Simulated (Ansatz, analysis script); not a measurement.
**Magnetovolume effects in AlCo**

Wanted: energy and moment of AlCo against volume, with typed moments, small moments and no spin.

Main program and level: Ansatz 0.2.0; PBE, PAW set soft_1.

Report form: the programs' logs are mostly left out.

## (1) The starting structure

It takes space group Pm-3m (No. 221, cubic). The conventional cell has a = 2.819 Å, b = 2.819 Å, c = 2.819 Å, α = 90.00°, β = 90.00°, γ = 90.00°. Nearest to Al lie 8 Co at 2.44 Å. Nearest to Co lie 8 Al at 2.44 Å. Farther neighbours are not listed.

The cell comes from the Materials Project, a database of computed structures, and the real compound, where it exists, may take another one.

## (2) The collinear state

First a free collinear run, to see which state the typed moments lead to.

Contents of input.yaml:

```yaml
crystal:
  lattice:
    - [2.81940321, 0.0, 0.0]
    - [0.0, 2.81940321, 0.0]
    - [0.0, 0.0, 2.81940321]
  atoms:
    - { symbol: Al, position: [0.0, 0.0, 0.0] }
    - { symbol: Co, position: [0.5, 0.5, 0.5], spin: 2.0 }
magnetization:
  spin_polarized: true
kpoints:
  mp_grid: { grid: [9, 9, 9] }
hamiltonian:
  xc: pbe
  pseudopotentials: { kind: paw, azcp: { folder: soft_1 } }
scf:
  occupations: { method: fermi_dirac, width: 0.05 }
  max_iter: 120
  convergence: { dr2_threshold: 1.0e-08 }
  lower_state_search: "off"
output:
  write_density: true
  write_potential: true
  elf: true
  volumetric_format: npy
```

The run is started by

```bash
> ansatz run input.yaml --threads 2 --pin off --max-ram 5120MiB --backend cpu --events-out ev --progress --plain --runs-dir out
```

Elapsed: 7.1 s, on 2 threads of Intel Xeon at 2.50GHz (Skylake/Cascade Lake), shared host; peak memory 0.27 GiB; 6.2 s of CPU time.

The spin moment in the atom's sphere vanishes on all atoms.

Tables count atoms from 1; parts of the log count from 0.

The run ends non-magnetic, with a net moment of 0 μB a cell. The run left the order that was typed.

Valence density in the ac plane at fractional y = 0.000, with atoms of Al within 0.2 Å of it. It is the smooth field of the valence electrons, not physical close to the nuclei.

Ten even steps from '0' (0.05 e/Å³) to '9' (0.27 e/Å³):
```
001478888887410
113589988998531
345799999999754
678999999999987
889999999999998
889999999999998
888999999999988
888999999999988
889999999999998
889999999999998
678999999999987
345799999999754
113589988998531
001478888887410
001368888886310
```
Columns run along a (2.8 Å), rows up along c (2.8 Å). Atoms in or near the plane, at fractional coordinates: Al at (0.00, 0.00).

ELF in the ac plane at fractional y = 0.000, with atoms of Al within 0.2 Å of it. It is the smooth field of the valence electrons, not physical close to the nuclei.

Values, 15 rows by 15 columns:
```
0.17 0.05 0.02 0.09 0.30 0.46 0.50 0.50 0.50 0.50 0.46 0.30 0.09 0.02 0.05
0.00 0.02 0.05 0.20 0.39 0.49 0.50 0.49 0.49 0.50 0.49 0.39 0.20 0.05 0.02
0.07 0.09 0.20 0.36 0.48 0.51 0.50 0.48 0.48 0.50 0.51 0.48 0.36 0.20 0.09
0.26 0.30 0.39 0.48 0.52 0.51 0.48 0.46 0.46 0.48 0.51 0.52 0.48 0.39 0.30
0.44 0.46 0.49 0.51 0.51 0.49 0.46 0.45 0.45 0.46 0.49 0.51 0.51 0.49 0.46
0.50 0.50 0.50 0.50 0.48 0.46 0.44 0.43 0.43 0.44 0.46 0.48 0.50 0.50 0.50
0.50 0.50 0.49 0.48 0.46 0.45 0.43 0.42 0.42 0.43 0.45 0.46 0.48 0.49 0.50
0.50 0.50 0.49 0.48 0.46 0.45 0.43 0.42 0.42 0.43 0.45 0.46 0.48 0.49 0.50
0.50 0.50 0.50 0.50 0.48 0.46 0.44 0.43 0.43 0.44 0.46 0.48 0.50 0.50 0.50
0.44 0.46 0.49 0.51 0.51 0.49 0.46 0.45 0.45 0.46 0.49 0.51 0.51 0.49 0.46
0.26 0.30 0.39 0.48 0.52 0.51 0.48 0.46 0.46 0.48 0.51 0.52 0.48 0.39 0.30
0.07 0.09 0.20 0.36 0.48 0.51 0.50 0.48 0.48 0.50 0.51 0.48 0.36 0.20 0.09
0.00 0.02 0.05 0.20 0.39 0.49 0.50 0.49 0.49 0.50 0.49 0.39 0.20 0.05 0.02
0.17 0.05 0.02 0.09 0.30 0.46 0.50 0.50 0.50 0.50 0.46 0.30 0.09 0.02 0.05
0.68 0.17 0.00 0.07 0.26 0.44 0.50 0.50 0.50 0.50 0.44 0.26 0.07 0.00 0.17
```
Columns run along a (2.8 Å), rows up along c (2.8 Å). Atoms in or near the plane, at fractional coordinates: Al at (0.00, 0.00).

## (3) Mesh refined

Levels at the Fermi energy are partly filled, so moments and energy differences can hang on the k-mesh, and the state is solved again on a denser one.

input.yaml, the sections that differ from step 2:

```yaml
kpoints:
  mp_grid: { grid: [14, 14, 14] }
basis:
  ecutwfc: 420.0
# crystal, magnetization, hamiltonian, scf: as in step 2
# output: removed
```

Run time: 15 s. Hardware: 2 threads; peak memory 0.33 GiB; 16 s of CPU time.

The spin moment in the atom's sphere vanishes on all atoms.

The run ends non-magnetic, with a net moment of 0 μB a cell, against 0 μB on the first mesh.

The cell's volume is scaled by the factor named; fractional positions stay, and energies count from the lowest run.

## (4) Factor 0.7, typed moments

Three starts at each size show whether high-spin, low-spin and non-magnetic states coexist. One mesh, built for the smallest cell, and one cutoff serve all sizes, so that energies can be subtracted.

input.yaml, the sections that differ from step 3:

```yaml
crystal:
  lattice:
    - [2.50335939, 0.0, 0.0]
    - [0.0, 2.50335939, 0.0]
    - [0.0, 0.0, 2.50335939]
  atoms:
    - { symbol: Al, position: [0.0, 0.0, 0.0] }
    - { symbol: Co, position: [0.5, 0.5, 0.5], spin: 2.0 }
kpoints:
  mp_grid: { grid: [15, 15, 15] }
output:
  stress: true
# magnetization, hamiltonian, scf, basis: as in step 3
```

The run is started by

```bash
> ansatz run input.yaml --threads 1 --pin off --max-ram 2560MiB --backend cpu --events-out ev --progress --plain --runs-dir out
```

The job ended after 18 s (1 thread; peak memory 0.31 GiB).

It ends non-magnetic, with 0 μB on the largest site.

## (5) Factor 0.7, starting moments cut to 30 %

The density is converged from the given moments; the state reached depends on that start.

input.yaml, as its differences from that of step 4:

```diff
@@ -7,3 +7,3 @@
     - { symbol: Al, position: [0.0, 0.0, 0.0] }
-    - { symbol: Co, position: [0.5, 0.5, 0.5], spin: 2.0 }
+    - { symbol: Co, position: [0.5, 0.5, 0.5], spin: 0.6 }
 magnetization:
```

The job ended after 17 s (1 thread; peak memory 0.31 GiB).

It ends non-magnetic, with 0 μB on the largest site.

## (6) Factor 0.86, typed moments

A self-consistent run from these starting moments shows which magnetic state they lead to.

input.yaml, the sections that differ from step 5:

```yaml
crystal:
  lattice:
    - [2.68116376, 0.0, 0.0]
    - [0.0, 2.68116376, 0.0]
    - [0.0, 0.0, 2.68116376]
  atoms:
    - { symbol: Al, position: [0.0, 0.0, 0.0] }
    - { symbol: Co, position: [0.5, 0.5, 0.5], spin: 2.0 }
# magnetization, kpoints, hamiltonian, scf, basis, output: as in step 5
```

It took 21 s on 1 thread; peak memory 0.32 GiB.

It ends non-magnetic, with 0 μB on the largest site.

## (7) Factor 1, typed moments

input.yaml, as its differences from that of step 6:

```diff
@@ -2,5 +2,5 @@
   lattice:
-    - [2.68116376, 0.0, 0.0]
-    - [0.0, 2.68116376, 0.0]
-    - [0.0, 0.0, 2.68116376]
+    - [2.81940321, 0.0, 0.0]
+    - [0.0, 2.81940321, 0.0]
+    - [0.0, 0.0, 2.81940321]
   atoms:
```

The job ended after 25 s (1 thread; peak memory 0.34 GiB).

It ends non-magnetic, with 0 μB on the largest site.

## (8) Factor 1.15, typed moments

input.yaml, as its differences from that of step 7:

```diff
@@ -2,5 +2,5 @@
   lattice:
-    - [2.81940321, 0.0, 0.0]
-    - [0.0, 2.81940321, 0.0]
-    - [0.0, 0.0, 2.81940321]
+    - [2.95385929, 0.0, 0.0]
+    - [0.0, 2.95385929, 0.0]
+    - [0.0, 0.0, 2.95385929]
   atoms:
```

Elapsed: 33 s, on 1 thread; peak memory 0.35 GiB.

It ends non-magnetic, with 0 μB on the largest site.

## (9) Factor 1.25, no spin

input.yaml, the sections that differ from step 8:

```yaml
crystal:
  lattice:
    - [3.03711004, 0.0, 0.0]
    - [0.0, 3.03711004, 0.0]
    - [0.0, 0.0, 3.03711004]
  atoms:
    - { symbol: Al, position: [0.0, 0.0, 0.0] }
    - { symbol: Co, position: [0.5, 0.5, 0.5] }
scf:
  occupations: { method: fermi_dirac, width: 0.05 }
  max_iter: 120
  convergence: { dr2_threshold: 1.0e-08 }
# kpoints, hamiltonian, basis, output: as in step 8
# magnetization: removed
```

Run time: 8.5 s. Hardware: 1 thread; peak memory 0.34 GiB.

This is the reference without moments at this size.

The other 18 runs of this kind were made alike; their results stand in the table below.

## (10) The curves

```csv
factor,E typed (meV/atom),E small,E no spin,"largest moment, typed (μB)",small,"state, typed","state, small"
0.7,1326.6,1326.6,1326.6,0.00,0.00,non-magnetic,non-magnetic
0.78,635.7,635.7,635.7,0.00,0.00,non-magnetic,non-magnetic
0.86,248.8,248.8,248.8,0.00,0.00,non-magnetic,non-magnetic
0.93,73.3,73.3,73.3,0.00,0.00,non-magnetic,non-magnetic
1,0.8,0.8,0.8,0.00,0.00,non-magnetic,non-magnetic
1.07,0.0,0.0,0.0,0.00,0.00,non-magnetic,non-magnetic
1.15,59.4,59.4,59.4,0.00,0.00,non-magnetic,non-magnetic
1.25,192.6,192.6,192.9,0.18,0.18,ferromagnetic,ferromagnetic
```

## (11) What came out

| Quantity | Value |
| --- | --- |
| lowest run | factor 1.07, typed moments |
| largest moment, typed start | 0 μB at 0.7 to 0.181 μB at 1.25 |
| gain by magnetism | 0.0 to 0.2 meV/atom |

From a factor of 0.7 to 1.25 the largest moment goes from 0 to 0.181 μB. Where moments appear they stay small, near their onset, where mesh and smearing decide. Site moments are taken in spheres that grow with the cell. Both magnetic starts, which share one pattern of signs, end on one state at every size; other orders were not tried. The cell's shape and the atoms were not relaxed. The 24 scaled-cell runs took 7.3 min of wall time, added up.

[Logs and program files are shortened in this print: banners, set-up blocks, solver, clock and traceback lines can be left out without a mark of their own.]

[Logs are printed without paths, hosts, clocks, repeated set-up lines and the standing remarks that a program may print on its own settings, such as how far it seeks lower states.]

[Hosts, paths, dates, database ids (printed as entryN), source tags and the programs' standing remarks are cut or masked in the printed files.]

[Where the input sets lower_state_search to off, the program did not look for lower states, so one may exist.]
